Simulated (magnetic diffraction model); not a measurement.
# Which magnetic order? FeBiS₄

Space group Cmmm (no. 65), a = 8.3860 Å, b = 8.6480 Å, c = 4.0100 Å.

| site | atom | x | y | z |
| --- | --- | --- | --- | --- |
| 2c | Bi | 1/2 | 0 | 1/2 |
| 2a | Fe | 0 | 0 | 0 |
| 4h | S | 0.2023 | 0 | 1/2 |
| 4i | S | 1/2 | 0.1980 | 0 |

The compound is invented for this exercise: a known structure type with other elements, its cell scaled to their sizes and not relaxed.

Only Fe is taken to order (form factors of Fe3+); orders and moment sizes are assumed, and not adapted to the symmetry. Radiation: neutrons of λ = 1.594 Å, 3° to 45°; isotropic B of 0.19 Å² (Bi), 0.29 Å² (Fe) and 0.27 Å² (S). Simulated constant-wavelength pattern: nuclear and magnetic terms add, the magnetic one as |2.695 fm × Σ f S⊥ exp(2πi Q·r) exp(−B s²)|², summed over all Q at one angle with the factor 1/(sin²θ cos θ). For collinear order S is the moment m, which repeats by lattice and centring translations R with the sign exp(−2πi k·R). Free-ion form factors, Sears's scattering lengths of 1992, no absorption; a label names one of the reflections at its angle. The strongest nuclear line in the range is 100, and lines under 0.2 are left out.

Above the ordering temperature:

```tsv
2θ (°)	index	I
15.21	(1 1 0)	0.5
21.24	(0 2 0)	72.9
21.91	(2 0 0)	67.3
27.63	(1 1 1)	100.0
30.71	(2 2 0)	15.0
31.45	(0 2 1)	16.2
31.93	(2 0 1)	23.0
34.00	(1 3 0)	8.6
34.87	(3 1 0)	4.5
38.67	(2 2 1)	0.3
41.41	(1 3 1)	98.7
42.15	(3 1 1)	91.8
43.26	(0 4 0)	32.6
44.69	(4 0 0)	32.2
```

Below it (cell unchanged):

```
2θ (°)      I
 11.41   82.6
 15.21    0.5
 19.06   73.7
 21.24   72.9
 21.91   67.3
 24.18    6.8
 24.77   28.4
 27.63  100.0
 30.71   15.0
 31.45   16.2
 31.93   23.0
 32.86   15.3
 34.00    8.6
 34.69    5.7
 34.87    4.5
 35.97    4.0
 36.80   17.4
 38.08   15.8
 38.67    0.3
 41.04    4.9
 41.41   98.7
 41.41    6.6
 42.15   91.8
 43.26   32.6
 44.69   32.2
 44.89    0.3
```

**Question.** Find the propagation vector, then choose among these models:
A. collinear moments along [010], 4.23 μB on Fe
B. collinear moments along [111], 4.23 μB on Fe
C. collinear moments along [101], 4.23 μB on Fe

The new lines index as (0 0 1/2) at 11.41°, (1 1 1/2) at 19.06°, (0 2 1/2) at 24.18° and (2 0 1/2) at 24.77°, that is as H ± k with k = (0 0 3/2). Half indices mean that the moments reverse under translations with k·R a half-integer, and the magnetic cell has twice the primitive volume.

Magnetic intensity, observed (below minus above) and for each model:

| 2θ (°) | index | observed | A | B | C |
| --- | --- | --- | --- | --- | --- |
| 11.41 | (0 0 1/2) | 82.6 | 82.6 | 74.3 | 67.2 |
| 19.06 | (1 1 1/2) | 73.7 | 73.7 | 72.2 | 71.0 |
| 24.18 | (0 2 1/2) | 6.8 | 6.8 | 18.6 | 28.9 |
| 24.77 | (2 0 -1/2) | 28.4 | 28.4 | 18.1 | 9.1 |
| 35.97 | (1 3 1/2) | 4.0 | 4.0 | 11.8 | 18.5 |
| 36.80 | (3 1 1/2) | 17.4 | 17.4 | 11.3 | 6.1 |
| 38.08 | (1 1 3/2) | 15.8 | 15.8 | 14.5 | 13.3 |
| 44.89 | (0 4 1/2) | 0.3 | 0.3 | 2.8 | 5.0 |

Model A matches.

The structure used: k = (0 0 3/2), collinear moments along [010], 4.23 μB on Fe.

[Logs are printed without paths, hosts, clocks, repeated set-up lines and the standing remarks that a program may print on its own settings, such as how far it seeks lower states.]
